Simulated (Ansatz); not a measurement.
# Random alloy of the diamond Si-C (dilute carbon) line, x = 0.1094 (64 atoms) under strain, part 3 of 3

Aim: relax random alloy of the diamond Si-C (dilute carbon) line, x = 0.1094 (64 atoms), then change its volume and shape to read moduli from the stress.

Ansatz 0.2.0; Kohn-Sham DFT, PBE, PAW (set soft_2), plane waves.

The cell: 57 Si and 7 C. The Brillouin zone is sampled at Γ only.

So far. Step 10 (Stretched by 1 % along x): The relaxation converged after 2 steps, 0.00338 eV below its start, with a largest force component of 0.047 eV/Å. Step 10 (Stretched by 1 % along x): Stretched by 1 % along x: the energy stands 0.0566 eV above that of the reference, at a pressure of -0.994 GPa.

### 11. Compressed by 1 % along x

The relaxed cell is strained along x alone, which gives the stiffness along x and its coupling to y and z.

input.yaml

```yaml
crystal:
  lattice:
    - [10.39375, -0.01547, -0.00518]
    - [-0.01532, 10.50904, -0.00636]
    - [-0.00513, -0.00636, 10.45611]
  atoms:
    [... the 64 atom lines of step 4 ...]
kpoints:
  mp_grid: { grid: [1, 1, 1] }
hamiltonian:
  xc: pbe
scf:
  occupations: { method: fixed }
output:
  forces: true
  eigenvalues: true
  stress: true
relax:
  f_tol: 0.05
  max_steps: 70
```

Launch:

```sh
> ansatz run input.yaml --threads 4 --pin off --max-ram 8192MiB --backend cpu --events-out ev --progress --plain --runs-dir out
```

Numbers of over 12 decimals in the logs are rounded to 6 here.

The program printed:

```text
[...]
Crystal: 64 atoms, lattice volume = 1142.100 Å³
Basis set: ecut = 420 eV, 22327 PW (Γ), exchange–correlation on 144×144×144 points (8 copies of the dense FFT grid, shifted against one another)
Bands: 192, of which v1, the nominal top of the filled ones, is band 128 counted from 1 (127 counted from 0)
Symmetry: 1 space group operations
[...]
k-points: 1
[...]
SCF iter   1: F=—  HF=-37978.424556 eV  |F-HF|=—  |Δ(HF+E_count)|=         —  Δρ=4.07e-3  dr2=3.01e-1  ethr=1.77e-3  ⟨swp⟩=5.0  Hψ=712  notcnv=0  defer=61
[...]
SCF iter   5: F=—  HF=-37978.368068 eV  |F-HF|=—  |Δ(HF+E_count)|=   6.94e-4  Δρ=9.35e-5  dr2=1.67e-4  ethr=3.51e-7  ⟨swp⟩=2.0  Hψ=319  notcnv=0  defer=62
SCF iter   6: F=-37978.368123 eV  HF=-37978.368133 eV  |F-HF|=1.06e-5  |Δ(HF+E_count)|=   6.57e-5  Δρ=4.02e-5  dr2=2.97e-5  ethr=2.44e-8  ⟨swp⟩=20.0  Hψ=1560  notcnv=0
SCF 1 converged in 6 iterations: F = -37978.368123 eV  dr2 = 2.97e-5
[...]
relax step   1: F+E_penalty+E_count = -37978.36812281 eV  Δ(F+E_penalty+E_count) = +0.000e0 eV  max|allowed force component| = 5.229e-2 eV/Å  Δτ_max = 0.0000 Å  (6 SCF iters, dr2 threshold 6.25e-5 eV, accepted)
[...]
SCF iter   1: F=—  HF=-37978.371468 eV  |F-HF|=—  |Δ(HF+E_count)|=         —  Δρ=4.07e-4  dr2=1.91e-3  ethr=6.94e-7  ⟨swp⟩=3.0  Hψ=557  notcnv=0  defer=62
[...]
SCF iter   5: F=—  HF=-37978.371791 eV  |F-HF|=—  |Δ(HF+E_count)|=   5.90e-4  Δρ=5.31e-6  dr2=3.78e-7  ethr=1.03e-9  ⟨swp⟩=2.0  Hψ=264  notcnv=0  defer=56
SCF iter   6: F=-37978.371791 eV  HF=-37978.371791 eV  |F-HF|=2.89e-8  |Δ(HF+E_count)|=   1.30e-7  Δρ=2.09e-6  dr2=8.55e-8  ethr=3.91e-11  ⟨swp⟩=12.0  Hψ=983  notcnv=0
SCF 2 converged in 6 iterations: F = -37978.371791 eV  dr2 = 8.55e-8
relax step   2: F+E_penalty+E_count = -37978.37179110 eV  Δ(F+E_penalty+E_count) = -3.668e-3 eV  max|allowed force component| = 2.735e-2 eV/Å  Δτ_max = 0.0074 Å  (6 SCF iters, accepted)
SCF converged after 6 iterations
Free energy (F): -37978.371791 eV
[...]
Internal energy: -37978.371791 eV  (E = F + TS)
E sigma→0 (E₀):  -37978.371791 eV
Fermi energy:    7.051700 eV
[...]
Σ components = -37978.371791   (vs F -37978.371791, Δ=0.00e0)
--- Forces (eV/Å), atoms counted from 1 ---
  atom   1  Si     0.01631465     0.00770096     0.01657515
  atom   2  C      0.00977209     0.01483580    -0.01539613
  atom   3  Si    -0.00392015    -0.01556863    -0.00821332
  atom   4  Si    -0.02008330     0.01742736     0.00777180
[...]
atom  64  Si     0.00021003    -0.00146370     0.00802440
  max |Σ_I F_I| component: 9.24e-5 eV/Å
--- Stress (GPa, compression-positive) ---
        1.603276      -0.000648       0.009442
       -0.000648       0.708997       0.011749
        0.009442       0.011749       0.698562
  P = ⅓ Tr σ = 1.0036 GPa (10.036 kbar)
--- Band table (eV) ---
[...]
--- Relaxed structure (2 steps of the walk, 2 accepted, 0 SCFs on fresh bases) ---
  F+E_penalty+E_count = -37978.37179110 eV   max|allowed force component| = 2.735e-2 eV/Å
  atoms:
    - { symbol: Si, position: [0.032374, 0.027667, 0.031320] }
    - { symbol: C, position: [0.158205, 0.152928, 0.116879] }
    - { symbol: Si, position: [0.025672, 0.240955, 0.218242] }
    - { symbol: Si, position: [0.121434, 0.373623, 0.368548] }
[...]
- { symbol: Si, position: [0.875623, 0.871839, 0.625496] }
```

The job ended after 13 s (4 threads of Arm Neoverse V1, shared host; peak memory 1 GiB; 49 s of CPU time).

The relaxation converged after 2 steps, 0.00367 eV below its start, with a largest force component of 0.027 eV/Å.

Compressed by 1 % along x: the energy stands 0.0570 eV above that of the reference, at a pressure of 1.00 GPa.

### 12. Sheared by 2 % in xy

A shear of the relaxed cell gives the modulus that volume changes can't reach.

input.yaml, the sections that differ from step 11:

```yaml
crystal:
  lattice:
    - [10.49859, 0.08952, -0.00518]
    - [0.08962, 10.50889, -0.00636]
    - [-0.00524, -0.00641, 10.45611]
  atoms:
    [... the 64 atom lines of step 4 ...]
# kpoints, hamiltonian, scf, output, relax: as in step 11
```

The program printed:

```text
[...]
Crystal: 64 atoms, lattice volume = 1153.523 Å³
Basis set: ecut = 420 eV, 22547 PW (Γ), exchange–correlation on 144×144×144 points (8 copies of the dense FFT grid, shifted against one another)
Bands: 192, of which v1, the nominal top of the filled ones, is band 128 counted from 1 (127 counted from 0)
Symmetry: 1 space group operations
[...]
k-points: 1
[...]
SCF iter   1: F=—  HF=-37978.338423 eV  |F-HF|=—  |Δ(HF+E_count)|=         —  Δρ=4.07e-3  dr2=3.12e-1  ethr=1.77e-3  ⟨swp⟩=5.0  Hψ=712  notcnv=0  defer=61
[...]
SCF iter   6: F=-37978.280412 eV  HF=-37978.280424 eV  |F-HF|=1.22e-5  |Δ(HF+E_count)|=   7.43e-5  Δρ=4.13e-5  dr2=3.13e-5  ethr=2.44e-8  ⟨swp⟩=17.0  Hψ=1580  notcnv=0
SCF 1 converged in 6 iterations: F = -37978.280412 eV  dr2 = 3.13e-5
[...]
relax step   1: F+E_penalty+E_count = -37978.28041157 eV  Δ(F+E_penalty+E_count) = +0.000e0 eV  max|allowed force component| = 2.951e-1 eV/Å  Δτ_max = 0.0000 Å  (6 SCF iters, dr2 threshold 6.25e-5 eV, accepted)
[...]
relax step   2: F+E_penalty+E_count = -37978.33355191 eV  Δ(F+E_penalty+E_count) = -5.314e-2 eV  max|allowed force component| = 1.257e-1 eV/Å  Δτ_max = 0.0152 Å  (5 SCF iters, dr2 threshold 5.44e-6 eV, accepted)
[...]
relax step   3: F+E_penalty+E_count = -37977.91163092 eV  Δ(F+E_penalty+E_count) = +4.219e-1 eV  max|allowed force component| = 6.697e-1 eV/Å  Δτ_max = 0.1704 Å  (9 SCF iters, rejected (line search))
relax step   4: F+E_penalty+E_count = -37978.36675292 eV  Δ(F+E_penalty+E_count) = -3.320e-2 eV  max|allowed force component| = 7.918e-2 eV/Å  Δτ_max = 0.0271 Å  (9 SCF iters, accepted)
relax step   5: F+E_penalty+E_count = -37978.37788088 eV  Δ(F+E_penalty+E_count) = -1.113e-2 eV  max|allowed force component| = 1.168e-1 eV/Å  Δτ_max = 0.0377 Å  (8 SCF iters, accepted)
relax step   6: F+E_penalty+E_count = -37978.38634432 eV  Δ(F+E_penalty+E_count) = -8.463e-3 eV  max|allowed force component| = 2.043e-1 eV/Å  Δτ_max = 0.0385 Å  (6 SCF iters, dr2 threshold 5.41e-6 eV, accepted)
relax step   7: F+E_penalty+E_count = -37978.39348785 eV  Δ(F+E_penalty+E_count) = -7.144e-3 eV  max|allowed force component| = 4.050e-2 eV/Å  Δτ_max = 0.0166 Å  (4 SCF iters, dr2 threshold 4.17e-5 eV, accepted)
[...]
relax step   8: F+E_penalty+E_count = -37978.39348939 eV  Δ(F+E_penalty+E_count) = -1.541e-6 eV  max|allowed force component| = 4.059e-2 eV/Å  Δτ_max = 0.0000 Å  (4 SCF iters, accepted)
SCF converged after 4 iterations
Free energy (F): -37978.393489 eV
[...]
Internal energy: -37978.393489 eV  (E = F + TS)
E sigma→0 (E₀):  -37978.393489 eV
Fermi energy:    6.907718 eV
[...]
--- Forces (eV/Å), atoms counted from 1 ---
  atom   1  Si    -0.00651859     0.00042814     0.00644260
  atom   2  C     -0.02194681    -0.02304677     0.01487992
  atom   3  Si     0.01224213    -0.00243594    -0.00524160
  atom   4  Si    -0.00696161    -0.00243947    -0.00029130
  atom   5  Si    -0.00486372     0.01112202    -0.00726891
  atom   6  Si     0.00335878     0.00601513     0.00268493
  atom   7  C      0.02892131     0.00137958    -0.02542561
  atom   8  C     -0.04059144    -0.00352382     0.02114861
  atom   9  Si    -0.00553566    -0.00065376     0.01150109
  atom  10  Si     0.00017730    -0.00351937    -0.00391048
  atom  11  Si     0.00052582    -0.01530537     0.00273972
  atom  12  Si    -0.01210259     0.00449830    -0.01256837
  atom  13  Si    -0.00455394     0.00658620    -0.00155514
  atom  14  Si    -0.02515496     0.00474421     0.01234974
[...]
atom  63  Si    -0.00170447     0.00133708     0.00388636
  atom  64  Si    -0.00053283    -0.00129880    -0.00233223
  max |Σ_I F_I| component: 3.00e-5 eV/Å
--- Stress (GPa, compression-positive) ---
        0.225026      -0.336336       0.415817
       -0.336336      -0.218271      -0.409088
        0.415817      -0.409088      -0.620096
  P = ⅓ Tr σ = -0.2044 GPa (-2.044 kbar)
--- Band table (eV) ---
[...]
--- Relaxed structure (8 steps of the walk, 7 accepted, 0 SCFs on fresh bases) ---
  F+E_penalty+E_count = -37978.39348939 eV   max|allowed force component| = 4.059e-2 eV/Å
  atoms:
    - { symbol: Si, position: [0.030040, 0.026553, 0.030572] }
    - { symbol: C, position: [0.158993, 0.150293, 0.115376] }
    - { symbol: Si, position: [0.027322, 0.240366, 0.219265] }
    - { symbol: Si, position: [0.126148, 0.371652, 0.366755] }
[...]
- { symbol: Si, position: [0.873138, 0.870751, 0.623725] }
```

Run time: 52 s. Hardware: 4 threads; peak memory 1 GiB; 3.3 min of CPU time.

The relaxation converged after 8 steps, 0.113 eV below its start, with a largest force component of 0.041 eV/Å.

Sheared by 2 % in xy: the energy stands 0.0353 eV above that of the reference, at a pressure of -0.204 GPa.

### 13. Pressure against volume

Atoms are relaxed at each volume, in the scaled cell.

```
volume change (%)  volume (Å³/atom)  energy change (meV/atom)  pressure (GPa)  largest move on relaxing (Å)  bonds  gap (eV)
              -10            16.223                     55.93           10.48                          0.30    129               0.339
               -6            16.944                     19.17            5.96                          0.14    128               0.240
               -3            17.485                      4.59            2.83                          0.07    128               0.180
               +0            18.026                      0.00            0.00                             -    127               0.176
               +3            18.566                      4.57           -2.62                          0.03    127               0.211
               +6            19.107                     17.43           -4.93                          0.06    127               0.230
```

### 14. Uniaxial strain and shear

Stress (GPa, compression positive) less that of the relaxed cell, atoms relaxed:

```
                   strain      xx      yy      zz      xy  energy change (meV/atom)
 stretched by 1 % along x  -1.588  -0.650  -0.730  -0.053                      0.88
compressed by 1 % along x   1.603   0.699   0.722   0.017                      0.89
     sheared by 2 % in xy   0.224  -0.228  -0.597  -0.319                      0.55
```

### 15. Findings

The bulk modulus, from the slope of pressure against ln V over the three points nearest the relaxed volume, is 90.9 GPa; a quadratic over all points gives a pressure derivative of about 2.0. The count of bonds runs from 127 to 129 over the series, so at some points contacts cross the cutoffs. The gap goes from 0.339 eV at the smallest volume to 0.230 eV at the largest, not monotonically (lowest 0.176, highest 0.339 eV), on the run's k-points. The shear changes the normal stresses by up to 0.60 GPa, more than the shear stress itself (0.32 GPa), so the response isn't simply elastic and the value of C66 is doubtful. In the Cartesian axes of the cell, finite differences give C11 = 160, C12 = 67.5, C13 = 72.6 and C66 = 16.0 GPa (the shear of 2 % is the engineering strain, εxy = 0.01). The mean of C11, C12 and C13, which equals the bulk modulus in a cubic or isotropic solid, is 99.9 GPa: it agrees with the bulk modulus within 10 %.

Caveats: Strains are finite and relaxations stop at the force tolerance of the input, which can leave moduli too stiff; they are those of a static cell at zero temperature. Volumes are changed with the cell's shape held, so in an anisotropic solid the modulus lies over the one under free hydrostatic load. The program notes that the SCF threshold of the relaxations is loose for the stress. The host structure and its lattice constant were typed by rule, without a check against the phase diagram.

The DFT runs together took 6.1 min of wall time.

[Logs are printed without paths, hosts, clocks, repeated set-up lines and the standing remarks that a program may print on its own settings, such as how far it seeks lower states.]

[Hosts, paths, dates, database ids (printed as entryN), source tags and the programs' standing remarks are cut or masked in the printed files.]
